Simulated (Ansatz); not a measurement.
# HfN (Fm-3m): Migdal–Eliashberg transition temperature, part 2 of 2

What Tc do the phonons of HfN (Fm-3m) give, and how does it depend on μ*? The cell shown first is a relaxed one, from steps not shown here.

Ansatz 0.2.0; DFT PBE, scalar-relativistic, plane waves, PAW; PAW set soft_1.

So far, log mean phonon energy ħω_log (meV): step 2 (electron–phonon run: q 4×4×4, k 12×12×12, scattering …) 24.0.

## Step 3: Resistivity: q 4×4×4, k 12×12×12, scattering 20×20×20

The next rung changes the scattering mesh, which samples the Fermi surface.

The input, input.yaml:

```yaml
crystal:
  lattice:
    - [0.0, 2.2737001578, 2.2737001578]
    - [2.2737001578, 0.0, 2.2737001578]
    - [2.2737001578, 2.2737001578, 0.0]
  atoms:
    - { symbol: Hf, position: [0.0, 0.0, 0.0] }
    - { symbol: "N", position: [0.5, 0.5, 0.5] }
kpoints:
  mp_grid: { grid: [12, 12, 12] }
hamiltonian:
  xc: pbe
  pseudopotentials: { kind: paw, azcp: { folder: soft_1 } }
scf:
  occupations: { method: methfessel_paxton, width: 0.2 }
output:
  eigenvalues: true
phonons:
  method: dfpt
  qmesh: [4, 4, 4]
  temperatures: { t_max: 1000, t_step: 50 }
  qpath:
    path:
      - [[0.0, 0.0, 0.0], [0.5, 0.0, 0.5], [0.625, 0.25, 0.625]]
      - [[0.375, 0.375, 0.75], [0.0, 0.0, 0.0], [0.5, 0.5, 0.5], [0.5, 0.25, 0.75], [0.5, 0.0, 0.5]]
    npoints: 6
  electrical_resistivity:
    mesh: [20, 20, 20]
    temperatures: [20.0, 50.0, 80.0, 100.0, 150.0, 200.0, 273.0, 300.0, 400.0, 500.0, 600.0, 800.0]
  superconductivity: { mesh: [20, 20, 20] }
```

Started as:

```bash
ansatz run input.yaml --threads 16 --pin off --max-ram 92160MiB --backend cuda --events-out ev --progress --plain --runs-dir out --max-vram 78GiB
```

Numbers of over 12 decimals in the logs are rounded to 6 here.

Log:

```text
[...]
Crystal: 2 atoms, lattice volume = 23.509 Å³
Basis set: ecut = 420 eV, 459 PW (Γ), exchange–correlation on 48×48×48 points (8 copies of the dense FFT grid, shifted against one another)
Bands: 20, of which v1, the nominal top of the filled ones, is band 16 counted from 1 (15 counted from 0)
Symmetry: 48 space group operations
k-points: 72 of 1728
[...]
SCF iter   1: F=—  HF=-16109.581145 eV  |F-HF|=—  |Δ(HF+E_count)|=         —  Δρ=4.87e-2  dr2=3.66e-1  ethr=3.10e-3  ⟨swp⟩=4.3  Hψ=5950  notcnv=0
[...]
SCF iter   3: F=—  HF=-16109.536976 eV  |F-HF|=—  |Δ(HF+E_count)|=   4.25e-3  S|Δr|=    0.00e0  Δρ=4.82e-3  dr2=3.35e-3  ethr=2.91e-4  ⟨swp⟩=1.3  Hψ=1536  notcnv=0
[...]
SCF iter  10: F=-16109.536974 eV  HF=-16109.536974 eV  |F-HF|=5.46e-12  |Δ(HF+E_count)|=  5.46e-11  S|Δr|=    0.00e0  Δρ=5.80e-9  dr2=5.80e-15  ethr=1.00e-12  ⟨swp⟩=9.6  Hψ=11513  notcnv=0
SCF 1 converged in 10 iterations: F = -16109.536974 eV  dr2 = 5.80e-15
[...]
NSCF: frozen V_eff on 72 k-points, pencils in batches of 32, up to order 80
[...]
NSCF: frozen V_eff on 72 k-points
[...]
SCF 2 converged in 10 iterations: F = -16109.536974 eV  dr2 = 5.69e-15
[...]
SCF converged after 10 iterations
[...]
not converged in the mesh (the resistivity at 20 K by 10.55 %; the resistivity at 50 K by 6.38 %; the resistivity at 80 K by 5.13 %; the resistivity at 100 K by 5.15 %; the resistivity at 150 K by 5.56 %; the resistivity at 200 K by 5.93 %; the resistivity at 273 K by 6.30 %; the resistivity at 300 K by 6.40 %; the resistivity at 400 K by 6.65 %; the resistivity at 500 K by 6.78 %; the resistivity at 600 K by 6.85  [...]
  vibrations of 64 cells: unjudged by the run; compare a larger repeat
[...]
--- Superconductivity: potentials and phonons of a 4×4×4 supercell ---
           mesh         λ    ħω_log (meV)  μ* declared at (meV)
       20×20×20    0.7878          23.910               36.723
       10×10×10    0.7936          24.101               37.061
          5×5×5    0.7622          24.612               36.873
  λ by the species' shares of the modes' patterns: Hf 0.5334, N 0.2545
[...]
0.08     14.341        15.171        13.578        13.566        14.109        14.104         14.100
      0.10     12.598        13.254        11.572        11.564        12.101        12.099         12.096
      0.12     10.929        11.444         9.747         9.741        10.270        10.268         10.267
      0.13     10.124        10.580         8.902         8.897         9.421         9.418          9.418
      0.14      9.343         9.745         8.103         8.098         8.615         8.612          8.613
      0.16      7.852         8.162         6.641         6.634         7.136         7.131          7.133
      0.20      5.207         5.382         4.243         4.233         4.688         4.678          4.684
[...]
converged in the mesh: between neighbouring meshes, the two finest first, λ moves by 0.73 % and 3.95 % and the anisotropic transition temperature over the full bandwidth at μ* = 0.13 by 3.37 % and 7.97 %; converged means that the two finest part by at most 2.00 % and 5.00 %
  vibrations of 64 cells: unjudged by the run; compare a larger repeat
[...]
```

Elapsed: 28 s, on 1 × NVIDIA GB200 with 16 threads of Arm Neoverse V2, shared host; peak memory 3.5 GiB.

Numbers from this step:

```
resistivity at 300 K                 : 13.77 μΩ cm
coupling constant λ                  : 0.7878
density of states at the Fermi level : 0.3171 states/eV a spin and cell
log mean phonon energy ħω_log        : 23.91 meV
transport coupling constant λ_tr     : 1.045, 1.045, 1.045 (xx, yy, zz)
Drude plasma energy                  : 8.838, 8.838, 8.838 eV (xx, yy, zz)
resistivity times mean free path     : 6.983, 6.983, 6.983 × 10⁻¹⁶ Ω m² (xx, yy, zz)
second-moment phonon energy ħω₂      : 36.72 meV
coupling λ by branch                 : 0.224, 0.111, 0.201, 0.0834, 0.0865, 0.0811 (branches by rank of frequency)
```

Transition temperatures:

```
  μ*  McMillan Tc (K)  Allen–Dynes Tc (K)  isotropic Fermi-surface Tc (K)  isotropic full bandwidth Tc (K)  anisotropic Fermi-surface Tc (K)  anisotropic full bandwidth Tc (K)  anisotropic narrow window Tc (K)
0.08             14.3                15.2                            13.6                             13.6                              14.1                               14.1                              14.1
 0.1             12.6                13.3                            11.6                             11.6                              12.1                               12.1                              12.1
0.12             10.9                11.4                            9.75                             9.74                              10.3                               10.3                              10.3
0.13             10.1                10.6                             8.9                              8.9                              9.42                               9.42                              9.42
0.14             9.34                9.74                             8.1                              8.1                              8.62                               8.61                              8.61
0.16             7.85                8.16                            6.64                             6.63                              7.14                               7.13                              7.13
 0.2             5.21                5.38                            4.24                             4.23                              4.69                               4.68                              4.68
```

Between step 2 and this run (scattering mesh 20×20×20) the value for the log mean phonon energy ħω_log moves from 24.0 meV to 23.9 meV.

## Step 4: Electron–phonon run: q 4×4×4, k 20×20×20, scattering 28×28×28

The next rung changes the k mesh of the density and its response; the scattering mesh, which samples the Fermi surface.

Changes to input.yaml since step 3:

```diff
@@ -9,3 +9,3 @@
 kpoints:
-  mp_grid: { grid: [12, 12, 12] }
+  mp_grid: { grid: [20, 20, 20] }
 hamiltonian:
@@ -27,4 +27,4 @@
   electrical_resistivity:
-    mesh: [20, 20, 20]
+    mesh: [28, 28, 28]
     temperatures: [20.0, 50.0, 80.0, 100.0, 150.0, 200.0, 273.0, 300.0, 400.0, 500.0, 600.0, 800.0]
-  superconductivity: { mesh: [20, 20, 20] }
+  superconductivity: { mesh: [28, 28, 28] }
```

Log:

```text
[...]
Crystal: 2 atoms, lattice volume = 23.509 Å³
Basis set: ecut = 420 eV, 459 PW (Γ), exchange–correlation on 48×48×48 points (8 copies of the dense FFT grid, shifted against one another)
Bands: 20, of which v1, the nominal top of the filled ones, is band 16 counted from 1 (15 counted from 0)
Symmetry: 48 space group operations
k-points: 256 of 8000
[...]
SCF iter   1: F=—  HF=-16109.574185 eV  |F-HF|=—  |Δ(HF+E_count)|=         —  Δρ=4.89e-2  dr2=3.71e-1  ethr=3.10e-3  ⟨swp⟩=4.3  Hψ=21292  notcnv=0
[...]
SCF iter   2: F=—  HF=-16109.533160 eV  |F-HF|=—  |Δ(HF+E_count)|=   4.10e-2  S|Δr|=    0.00e0  Δρ=2.92e-2  dr2=9.06e-2  ethr=1.20e-3  ⟨swp⟩=1.4  Hψ=7339  notcnv=0
[...]
SCF iter  11: F=-16109.528923 eV  HF=-16109.528923 eV  |F-HF|=0.00e0  |Δ(HF+E_count)|=  2.36e-11  S|Δr|=    0.00e0  Δρ=1.10e-7  dr2=1.43e-12  ethr=1.00e-12  ⟨swp⟩=8.3  Hψ=41291  notcnv=0
SCF 1 converged in 11 iterations: F = -16109.528923 eV  dr2 = 1.43e-12
[...]
SCF iter   1: F=—  HF=-16109.574185 eV  |F-HF|=—  |Δ(HF+E_count)|=         —  Δρ=4.89e-2  dr2=3.71e-1  ethr=3.10e-3  ⟨swp⟩=4.3  Hψ=21292  notcnv=0
[...]
SCF 2 converged in 11 iterations: F = -16109.528923 eV  dr2 = 1.44e-12
[...]
SCF converged after 11 iterations
[...]
not converged in the mesh (λ_tr; the resistivity at 20 K by 2.47 %; the resistivity at 50 K by 2.07 %; the resistivity at 80 K by 2.19 %; the resistivity at 100 K by 2.51 %; the resistivity at 150 K by 3.10 %; the resistivity at 200 K by 3.44 %; the resistivity at 273 K by 3.71 %; the resistivity at 300 K by 3.77 %; the resistivity at 400 K by 3.90 %; the resistivity at 500 K by 3.96 %; the resistivity at 600 K by  [...]
  vibrations of 64 cells: unjudged by the run; compare a larger repeat
[...]
--- Superconductivity: potentials and phonons of a 4×4×4 supercell ---
           mesh         λ    ħω_log (meV)  μ* declared at (meV)
       28×28×28    0.7742          23.936               36.807
       14×14×14    0.7765          24.184               36.998
          7×7×7    0.7998          24.214               36.923
  λ by the species' shares of the modes' patterns: Hf 0.5224, N 0.2518
[...]
0.08     13.884        14.666        13.099        13.077        13.606        13.606         13.604
      0.10     12.155        12.771        11.121        11.106        11.626        11.629         11.628
      0.12     10.502        10.984         9.326         9.316         9.824         9.829          9.828
      0.13      9.707        10.132         8.498         8.490         8.990         8.995          8.994
      0.14      8.936         9.310         7.716         7.708         8.201         8.205          8.205
      0.16      7.469         7.756         6.288         6.281         6.755         6.757          6.759
      0.20      4.883         5.043         3.964         3.956         4.380         4.376          4.380
[...]
vibrations of 64 cells: unjudged by the run; compare a larger repeat
[...]
```

Wall time 54 s (1 × NVIDIA GB200 with 16 threads); peak memory 4 GiB.

This step gave:

```yaml
zero_point_energy: 0.1142 eV/cell
highest_frequency_solved_or_plainly_interpolated: 521.7 cm⁻¹
debye_temperature_second_moment: 663 K
resistivity_at_300_k: 13.33 μΩ cm
coupling_constant_lambda: 0.7742
density_of_states_at_the_fermi_level: 0.3165 states/eV a spin and cell
log_mean_phonon_energy_omega_log: 23.94 meV
transport_coupling_constant_lambda_tr: 1.031, 1.031, 1.031 (xx, yy, zz)
drude_plasma_energy: 8.914, 8.914, 8.914 eV (xx, yy, zz)
resistivity_times_mean_free_path: 6.871, 6.871, 6.871 × 10⁻¹⁶ Ω m² (xx, yy, zz)
second_moment_phonon_energy_omega: 36.81 meV
coupling_lambda_by_branch: 0.224, 0.11, 0.192, 0.0825, 0.0854, 0.0805 (branches by rank of frequency)
```

Transition temperatures:

```
  μ*  McMillan Tc (K)  Allen–Dynes Tc (K)  isotropic Fermi-surface Tc (K)  isotropic full bandwidth Tc (K)  anisotropic Fermi-surface Tc (K)  anisotropic full bandwidth Tc (K)  anisotropic narrow window Tc (K)
0.08             13.9                14.7                            13.1                             13.1                              13.6                               13.6                              13.6
 0.1             12.2                12.8                            11.1                             11.1                              11.6                               11.6                              11.6
0.12             10.5                  11                            9.33                             9.32                              9.82                               9.83                              9.83
0.13             9.71                10.1                             8.5                             8.49                              8.99                               8.99                              8.99
0.14             8.94                9.31                            7.72                             7.71                               8.2                               8.21                              8.21
0.16             7.47                7.76                            6.29                             6.28                              6.76                               6.76                              6.76
 0.2             4.88                5.04                            3.96                             3.96                              4.38                               4.38                              4.38
```

The Eliashberg function α²F has structure finer than the step of the table below, so its rows give means over 2 meV, whole bins alone (the curve runs from 0.253 to 64.5 meV). Peaks (meV: height): α²F 13.4: 1.11, 16.4: 0.472, 18.5: 0.935, 60.0: 1.20, 63.0: 1.37; α²F tr 13.4: 1.63, 16.4: 0.684, 18.5: 1.44, 60.0: 1.43, 63.0: 1.60.

The Eliashberg function α²F by phonon energy; means over each step:

```
phonon energy (meV)      α²F   α²F tr
                  2   2.1e-4   5.4e-6
                  4  0.00125   2.1e-4
                  6  0.00336   8.1e-4
                  8  0.00811  0.00271
                 10   0.0217  0.00970
                 12    0.130    0.133
                 14    0.624    0.956
                 16    0.369    0.554
                 18    0.607    0.887
                 20    0.302    0.403
                 22   8.9e-4  0.00113
                 24        0        0
                 26        0        0
                 28        0        0
                 30        0        0
                 32        0        0
                 34        0        0
                 36        0        0
                 38        0        0
                 40        0        0
                 42        0        0
                 44        0        0
                 46        0        0
                 48        0        0
                 50        0        0
                 52        0        0
                 54        0        0
                 56    0.159    0.210
                 58    0.794     1.01
                 60     1.07     1.27
                 62    0.975     1.11
```

The Eliashberg function α²F has structure finer than the step of the table below, so its rows give means over 2 meV, whole bins alone (the curve runs from 0.253 to 64.5 meV). Peaks (meV: height): α²F 13.4: 1.11, 16.4: 0.472, 18.5: 0.935, 60.0: 1.20, 63.0: 1.37; Hf 13.4: 1.10, 16.4: 0.467, 18.5: 0.924; N 60.0: 1.18, 63.0: 1.36.

The Eliashberg function α²F by phonon energy; means over each step:

```
phonon energy (meV)      α²F       Hf        N
                  2   2.1e-4   2.1e-4        0
                  4  0.00125  0.00115   7.8e-5
                  6  0.00336  0.00318   2.2e-4
                  8  0.00811  0.00765   4.6e-4
                 10   0.0217   0.0208   9.3e-4
                 12    0.130    0.128  0.00173
                 14    0.624    0.617  0.00716
                 16    0.369    0.364  0.00489
                 18    0.607    0.599  0.00765
                 20    0.302    0.299  0.00291
                 22   8.9e-4   8.9e-4        0
                 24        0        0        0
                 26        0        0        0
                 28        0        0        0
                 30        0        0        0
                 32        0        0        0
                 34        0        0        0
                 36        0        0        0
                 38        0        0        0
                 40        0        0        0
                 42        0        0        0
                 44        0        0        0
                 46        0        0        0
                 48        0        0        0
                 50        0        0        0
                 52        0        0        0
                 54        0        0        0
                 56    0.159  0.00431    0.155
                 58    0.794   0.0181    0.776
                 60     1.07   0.0171     1.05
                 62    0.975  0.00953    0.966
```

Anisotropic full-bandwidth solution, weighted at the Fermi level. Gaps:

```
 mu*  T (K)  mean gap (meV)  5 % (meV)  95 % (meV)  mean Z
 0.1   2.91            1.82       1.37         2.1    1.76
 0.1   5.81            1.74       1.31        2.01    1.76
 0.1   8.72            1.42       1.06        1.63    1.76
 0.1   10.5           0.966      0.722        1.11    1.77
0.13   2.25            1.38       1.01        1.61    1.76
0.13    4.5            1.32      0.965        1.54    1.76
0.13   6.75            1.07      0.783        1.25    1.76
0.13    8.1            0.73      0.532       0.849    1.77
0.16   1.69            1.02      0.724         1.2    1.77
0.16   3.38           0.976      0.691        1.15    1.77
0.16   5.07           0.791       0.56       0.931    1.77
0.16   6.08           0.537       0.38       0.631    1.77
```

The dTc/da2F by phonon energy:

```
phonon energy (meV)  dTc/da2F (K/meV)
                  2                 -
                  4              4.07
                  6              4.35
                  8              4.24
                 10              4.02
                 12              3.79
                 14              3.55
                 16              3.33
                 18              3.13
                 20              2.95
                 22              2.78
                 24              2.62
                 26              2.49
                 28              2.37
                 30              2.25
                 32              2.14
                 34              2.04
                 36              1.95
                 38              1.87
                 40              1.79
                 42              1.72
                 44              1.65
                 46              1.59
                 48              1.53
                 50              1.47
                 52              1.42
                 54              1.37
                 56              1.32
                 58              1.28
                 60              1.24
                 62              1.20
                 64              1.16
```

Table of share of the Fermi-level states by lambda of a state:

```
lambda of a state  share of the Fermi-level states
            0.511                           3.0e-4
            0.532                           0.0056
            0.552                             0.02
            0.573                           0.0565
            0.593                           0.0339
            0.614                           0.0017
            0.635                           0.0087
            0.655                           2.0e-4
            0.676                           0.0289
            0.696                           0.0426
            0.717                           0.0449
            0.737                           0.0802
            0.758                            0.112
            0.778                            0.126
            0.799                           0.0813
            0.819                            0.086
            0.840                           0.0586
            0.860                           0.0343
            0.881                           0.0417
            0.901                           0.0353
            0.922                           0.0537
            0.942                           0.0203
            0.963                           0.0154
            0.983                           0.0114
```

## Step 5: Outcome

- meshes: q 4×4×4, k 20×20×20, scattering 28×28×28
- coupling constant λ: 0.774
- log mean phonon energy ħω_log: 23.9 meV
- Allen–Dynes Tc at μ* = 0.1: 12.8 K
- Allen–Dynes Tc at μ* = 0.13: 10.1 K
- anisotropic Eliashberg Tc at μ* = 0.1: 11.6 K
- anisotropic Eliashberg Tc at μ* = 0.13: 8.99 K

What this shows: In the last run (PBE, q 4×4×4, k 20×20×20, scattering 28×28×28), with λ = 0.77 and ħω_log = 23.9 meV, Tc at μ* = 0.13 is 9.7 K by McMillan's formula, 10 K by Allen and Dynes's and 9.0 K by the anisotropic Eliashberg equations. Raising μ* from 0.10 to 0.16 lowers the Allen–Dynes value from 13 to 7.8 K. The mean gap at a quarter of Tc gives 2Δ/k_B Tc = 3.56, against 3.53 in weak-coupling theory. The gap spreads from 1.0 to 1.6 meV over nine tenths of the Fermi surface. The run's transport test calls it not converged in the mesh; ρ(300 K) moves by 4 % in the component that moves most. Over the runs, λ takes the values 0.786, 0.788 and 0.774, in the order shown. No spin–orbit coupling, which matters for Hf. μ* is a typed number, phonons are harmonic, and spin fluctuations are left out; at μ* = 0.13 McMillan's formula turns 1 % in λ into about 2.5 % in Tc.

[Logs are printed without paths, hosts, clocks, repeated set-up lines and the standing remarks that a program may print on its own settings, such as how far it seeks lower states.]

[Hosts, paths, dates, database ids (printed as entryN), source tags and the programs' standing remarks are cut or masked in the printed files.]
